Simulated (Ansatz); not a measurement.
## GaI3 (model cell, started as ReO3 type): a soft mode frozen in

Which phase does GaI3 (model cell, started as ReO3 type) fall into along its unstable mode, and how much energy does it gain?

Program: Ansatz 0.2.0. Level of theory: DFT PBEsol, scalar-relativistic, plane waves, PAW. Results are calculated unless marked as measured.

Most raw output is cut from this account.

The structure was built from a prototype and need not be the compound's stable phase.

## 1. Set-up

The structure is cubic, space group Pm-3m (No. 221). Conventional cell: a = 5.587 Å, b = 5.587 Å, c = 5.587 Å, α = 90.00°, β = 90.00°, γ = 90.00°. Nearest to Ga lie 6 I at 2.79 Å. Nearest to I lie 2 Ga at 2.79 Å. Farther neighbours and most contacts between anions are not listed.

## 2. Linear response at the zone centre

The cell comes from relaxations at this level that are not shown. The zone centre is the only wavevector solved here; it holds the modes that light can see, as far as symmetry allows. No field response is asked, since the mesh shows no gap.

Input file input.yaml:

```yaml
crystal:
  lattice:
    - [5.5866885338, 0.0, 0.0]
    - [0.0, 5.5866885338, 0.0]
    - [0.0, 0.0, 5.5866885338]
  atoms:
    - { symbol: Ga, position: [0.0, 0.0, 0.0] }
    - { symbol: I, position: [0.5, 0.0, 0.0] }
    - { symbol: I, position: [0.0, 0.5, 0.0] }
    - { symbol: I, position: [0.0, 0.0, 0.5] }
kpoints:
  mp_grid: { grid: [8, 8, 8] }
hamiltonian:
  xc: pbesol
scf:
  occupations: { method: methfessel_paxton, width: 0.15 }
output:
  eigenvalues: true
phonons:
  method: dfpt
```

On the command line:

```sh
ansatz run input.yaml --threads 4 --pin off --max-ram 7168MiB --backend cpu --events-out ev --progress --plain --runs-dir out
```

Elapsed: 1.9 min, on 4 threads of Arm Neoverse V2, shared host; peak memory 2.6 GiB.

This step gave:

* volume per atom: 43.59 Å³
* gap on the k-mesh: 0 eV
* sum-rule residual before enforcement: 3.75e-5 eV/Å²
* point group: m-3m
* highest optical mode at the zone centre (no LO-TO term): 105.7 cm⁻¹
* lowest optical zone-centre mode: -57.62 cm⁻¹

Patterns of degenerate modes are one choice out of their space. Modes at Γ, with each element's share of the kinetic energy (negative means imaginary):

| mode | frequency (cm⁻¹) | symmetry | Ga % | I % |
| --- | --- | --- | --- | --- |
| 1 | -57.6 | T1u | 63 | 37 |
| 2 | -57.6 | T1u | 63 | 37 |
| 3 | -57.6 | T1u | 63 | 37 |
| 4 | 0.0 | acoustic | 15 | 85 |
| 5 | 0.0 | acoustic | 15 | 85 |
| 6 | 0.0 | acoustic | 15 | 85 |
| 7 | 9.2 | T2u | 0 | 100 |
| 8 | 9.2 | T2u | 0 | 100 |
| 9 | 9.2 | T2u | 0 | 100 |
| 10 | 105.7 | T1u | 21 | 79 |
| 11 | 105.7 | T1u | 21 | 79 |
| 12 | 105.7 | T1u | 21 | 79 |

Displacements in mode 1 (-57.6 cm⁻¹), the largest set to 1:
```
Ga1  0.00  0.04  1.00
I2   0.00 -0.01 -0.37
I3   0.00  0.01 -0.37
I4   0.00 -0.01  0.20
```

Displacements in mode 12 (105.7 cm⁻¹), the largest set to 1:
```
Ga1  0.00 -0.01 -0.75
I2   0.00  0.00 -0.29
I3   0.00  0.01 -0.29
I4   0.00  0.00  1.00
```

Before it was imposed, the acoustic sum rule was missed by 3.8e-5 eV/Å². Small misses are needed for a sound result but don't prove that mesh and cutoff are converged. The lowest optical mode is imaginary, 57.6i cm⁻¹, so the energy falls along it.

## 3. The mode frozen in, largest atomic shift 0 Å

The mode followed lies at Γ with frequency 57.6i cm⁻¹ and is 3-fold degenerate, the softest among the wavevectors solved. At small amplitude the distorted cell has space group no. 99 by a symmetry search on the positions. The undistorted cell that holds it gives the zero of energy on the same k mesh.

Edit input.yaml of step 2 so:

```diff
@@ -17,4 +17,4 @@
 output:
+  forces: true
+  stress: true
   eigenvalues: true
-phonons:
-  method: dfpt
```

Run time: 3.7 s. Hardware: 4 threads; peak memory 0.56 GiB; 13 s of CPU time.

This step gave:

- pressure: -0.003343 GPa
- energy from the undistorted cell: 0 meV/atom

The run ends at a pressure of 0.00 GPa.

## 4. The mode frozen in, largest atomic shift 0.32 Å

The atoms are moved along the unstable eigenvector, the largest shift by 0.32 Å, with the cell fixed.

input.yaml, the sections that differ from step 3:

```yaml
crystal:
  lattice:
    - [5.5866885338, 0.0, 0.0]
    - [0.0, 5.5866885338, 0.0]
    - [0.0, 0.0, 5.5866885338]
  atoms:
    - { symbol: Ga, position: [0.0, -0.0572790121, 0.0] }
    - { symbol: I, position: [0.5, 0.0213424239, 0.0] }
    - { symbol: I, position: [0.0, 0.4887850016, 0.0] }
    - { symbol: I, position: [0.0, 0.0213424239, 0.5] }
# kpoints, hamiltonian, scf, output: as in step 3
```

It took 18 s on 4 threads; peak memory 0.67 GiB; 50 s of CPU time.

This step gave:

* pressure: 0.2542 GPa
* energy from the undistorted cell: -8.968 meV/atom

The energy, extrapolated to zero smearing, is -8.97 meV/atom against the undistorted cell.

The run ends at a pressure of 0.25 GPa, with forces up to 0.41 eV/Å.

## 5. Energy along the mode, all amplitudes (two of the runs are shown above)

An imaginary frequency means negative curvature, so the energy should fall and then rise again as anharmonic terms take over.

This step gave:

| Property | Result |
| --- | --- |
| depth at the lowest point sampled | 8.968 meV/atom |
| largest atomic shift at that point | 0.32 Å |

The energy from the parent by largest atomic shift:

| largest atomic shift (Å) | energy from the parent (meV/atom) |
| --- | --- |
| 0.000 | 0 |
| 0.040 | -0.261 |
| 0.080 | -1.02 |
| 0.140 | -2.93 |
| 0.220 | -6.19 |
| 0.320 | -8.97 |
| 0.450 | -1.82 |
| 0.600 | 41.3 |

Displacement at unit largest shift by atom:

| atom | x (Å) | y (Å) | z (Å) | size |
| --- | --- | --- | --- | --- |
| Ga1 | 0.00 | -1.00 | 0.00 | 1.00 |
| I2 | 0.00 | 0.37 | 0.00 | 0.37 |
| I3 | 0.00 | -0.20 | 0.00 | 0.20 |
| I4 | 0.00 | 0.37 | 0.00 | 0.37 |

The lowest of the steps tried is at 0.32 Å, 8.97 meV/atom below the parent; the bottom of the well need not coincide with a step.

## 6. Relaxing from the distorted cell

Starting from the lowest point found, all atoms and the cell are let go, so that strain and other modes of the same symmetry can join in.

Edit input.yaml of step 4 so:

```diff
@@ -20 +20,6 @@
   eigenvalues: true
+relax:
+  adjacent_minimum: "off"
+  f_tol: 0.002
+  max_steps: 120
+  cell: { stress_tol: 0.03 }
```

Wall time 4.7 min (4 threads); peak memory 0.77 GiB.

Step by step:

| step | energy less that of the first step (eV) | largest force component (eV/Å) | pressure (GPa) | volume (Å³) |
| --- | --- | --- | --- | --- |
| 1 | 0.0000 | 0.4122 | 0.25 | 174.37 |
| 2 | -0.0851 | 0.4046 | 0.00 | 173.83 |
| 3 | -0.1703 | 0.9552 | -0.31 | 174.39 |
| 4 | -0.3058 | 0.7566 | -0.34 | 175.32 |
| 5 | -0.3723 | 0.6124 | 0.72 | 177.02 |
| 6 | -0.3889 | 0.1694 | -0.25 | 180.76 |
| 7 | -0.3916 | 0.0086 | -0.01 | 179.19 |
| 8 | -0.3916 | 0.0007 | 0.00 | 179.08 |
| 9* | -0.4082 | 0.0008 | 0.18 | 179.08 |
| 10 | -0.4151 | 0.0106 | 0.11 | 181.20 |
| 11 | -0.4180 | 0.0089 | 0.04 | 184.24 |
| 12 | -0.4181 | 0.0092 | -0.01 | 185.26 |
| 13 | -0.4181 | 0.0008 | 0.00 | 185.45 |
| 14* | -0.4188 | 0.0008 | -0.01 | 185.45 |

Relaxation steps marked * repeat the geometry before them on a plane-wave basis chosen anew for their cell, so energy and pressure can jump there.

The run keeps the 8 symmetry operations that it works with, so distortions that break them were not tested.

| cell as run | before | after | change |
| --- | --- | --- | --- |
| a (Å) | 5.587 | 5.207 | -6.8 % |
| b (Å) | 5.587 | 6.839 | +22.4 % |
| c (Å) | 5.587 | 5.207 | -6.8 % |
| volume (Å³/atom) | 43.59 | 46.36 | +6.4 % |

The atoms that moved most (Å, as changes of fractional coordinates times the final cell):

| atom | dx | dy | dz | length |
| --- | --- | --- | --- | --- |
| Ga1 | 0.000 | -0.402 | 0.000 | 0.402 |
| I3 | 0.000 | 0.209 | 0.000 | 0.209 |
| I2 | 0.000 | 0.096 | 0.000 | 0.096 |
| I4 | 0.000 | 0.096 | 0.000 | 0.096 |

Final coordinates:

```xyz
4
Lattice="5.2074 0.0000 0.0000 0.0000 6.8386 0.0000 0.0000 0.0000 5.2074" Properties=species:S:1:pos:R:3 pbc="T T T"
Ga    0.0000   -0.7937    0.0000
I     2.6037    0.2423    0.0000
I     0.0000    3.5518    0.0000
I     0.0000    0.2423    2.6037
```

This step gave:

| Item | Value |
| --- | --- |
| pressure | -0.005573 GPa |
| volume per atom | 46.36 Å³ |

The distorted start has space group P4mm; the relaxation ends in P4mm.

## 7. The new phase in its own primitive cell

The relaxed structure is symmetrised, reduced to its primitive cell and relaxed tightly, as its phonons need.

input.yaml, the sections that differ from step 6:

```yaml
crystal:
  lattice:
    - [5.2074328942, 0.0, 0.0]
    - [0.0, 5.2074328942, 0.0]
    - [0.0, 0.0, 6.8386279544]
  atoms:
    - { symbol: Ga, position: [0.0, 0.0, 0.1160584572] }
    - { symbol: I, position: [0.5, 0.0, 0.9645625408] }
    - { symbol: I, position: [0.0, 0.0, 0.4806256239] }
    - { symbol: I, position: [0.0, 0.5, 0.9645625408] }
kpoints:
  mp_grid: { grid: [8, 8, 6] }
relax:
  adjacent_minimum: "off"
  f_tol: 0.001
  max_steps: 60
  cell: { stress_tol: 0.01 }
# hamiltonian, scf, output: as in step 6
```

It took 33 s on 4 threads; peak memory 0.67 GiB; 1.7 min of CPU time.

Little changed from the start: no atom moved by 0.005 Å and no cell edge by 0.1 %.

This step gave:

| Item | Value |
| --- | --- |
| pressure | -0.005610 GPa |

The largest force component left is 0.66 meV/Å and the pressure is -0.006 GPa, within the tolerances set. The cell now holds 46.36 Å³/atom.

## 8. Modes of the new phase, k-mesh 8×8×6

A relaxed structure may still be a saddle point, so its zone-centre modes are computed. No field response is asked, since the mesh shows no gap.

Edit input.yaml of step 7 so:

```diff
@@ -17,9 +17,4 @@
 output:
-  forces: true
-  stress: true
   eigenvalues: true
-relax:
-  adjacent_minimum: "off"
-  f_tol: 0.001
-  max_steps: 60
-  cell: { stress_tol: 0.01 }
+phonons:
+  method: dfpt
```

Wall time 4 min (4 threads); peak memory 2.3 GiB.

Numbers from this step:

- sum-rule residual before enforcement: 1.43e-4 eV/Å²
- point group: 4mm
- highest optical mode at the zone centre (no LO-TO term): 245.7 cm⁻¹
- lowest optical zone-centre mode: 28.21 cm⁻¹

Patterns of degenerate modes are one choice out of their space. Modes at Γ, with each element's share of the kinetic energy:

| mode | frequency (cm⁻¹) | symmetry | Ga % | I % |
| --- | --- | --- | --- | --- |
| 1 | 0.0 | acoustic | 15 | 85 |
| 2 | 0.0 | acoustic | 15 | 85 |
| 3 | 0.0 | acoustic | 15 | 85 |
| 4 | 28.2 | E | 2 | 98 |
| 5 | 28.2 | E | 2 | 98 |
| 6 | 36.3 | E | 59 | 41 |
| 7 | 36.3 | E | 59 | 41 |
| 8 | 56.2 | B1 | 0 | 100 |
| 9 | 97.1 | A1 | 10 | 90 |
| 10 | 107.1 | E | 23 | 77 |
| 11 | 107.1 | E | 23 | 77 |
| 12 | 245.7 | A1 | 74 | 26 |

Displacements in mode 4 (28.2 cm⁻¹), the largest set to 1:
```
Ga1  0.02  0.29  0.00
I2  -0.02 -0.91  0.00
I3   0.08  1.00  0.00
I4  -0.07 -0.25  0.00
```

Displacements in mode 12 (245.7 cm⁻¹), the largest set to 1:
```
Ga1  0.00  0.00  1.00
I2   0.00  0.00 -0.06
I3   0.00  0.00 -0.43
I4   0.00  0.00 -0.06
```

Before it was imposed, the acoustic sum rule was missed by 1.4e-4 eV/Å². Small misses are needed for a sound result but don't prove that mesh and cutoff are converged. The lowest optical mode is real, 28.2 cm⁻¹.

## 9. Results

```json
{
  "unstable mode of the parent": "q = (0, 0, 0), 58i cm⁻¹",
  "depth at the lowest point sampled": "8.97 meV/atom",
  "largest atomic shift at that point": "0.32 Å",
  "space group reached (within 0.01 Å)": "P4mm",
  "energy gained over the parent (first relaxation, on the mesh of the frozen mode)": "114 meV/atom",
  "volume per atom, phase reached": "46.4 Å³",
  "lowest optical zone-centre mode, phase reached": "28.2 cm⁻¹",
  "highest optical mode at the zone centre (no LO-TO term), phase reached": "246 cm⁻¹"
}
```

What this shows: Along this mode the structure falls into P4mm, 114 meV/atom below the parent. At the parent's cell the well is 8.968 meV/atom deep on the steps tried, with its lowest point at a shift of 0.32 Å. Relaxing atoms and cell changes the gain by +105.19 meV/atom against the lowest step (energies at zero smearing). Most of the total comes from this relaxation. The new phase has no imaginary mode at the zone centre of its cell; other wavevectors were not checked. Of the 2 patterns followed to their end from this parent, this one ends 74.4 meV/atom above the lowest, R3m. Each path keeps the symmetry of its pattern, so a lower phase may lie along a pattern not tried. With no gap, or one that is small against the smearing, the frequencies hang on the k mesh and the smearing, most of all near Kohn anomalies. Spin-orbit coupling is left out, which can matter for the heavy elements here. The starting cell was built on a prototype and not taken from a measurement, so the phase need not exist.

[Logs are printed without paths, hosts, clocks, repeated set-up lines and the standing remarks that a program may print on its own settings, such as how far it seeks lower states.]

[Hosts, paths, dates, database ids (printed as entryN), source tags and the programs' standing remarks are cut or masked in the printed files.]
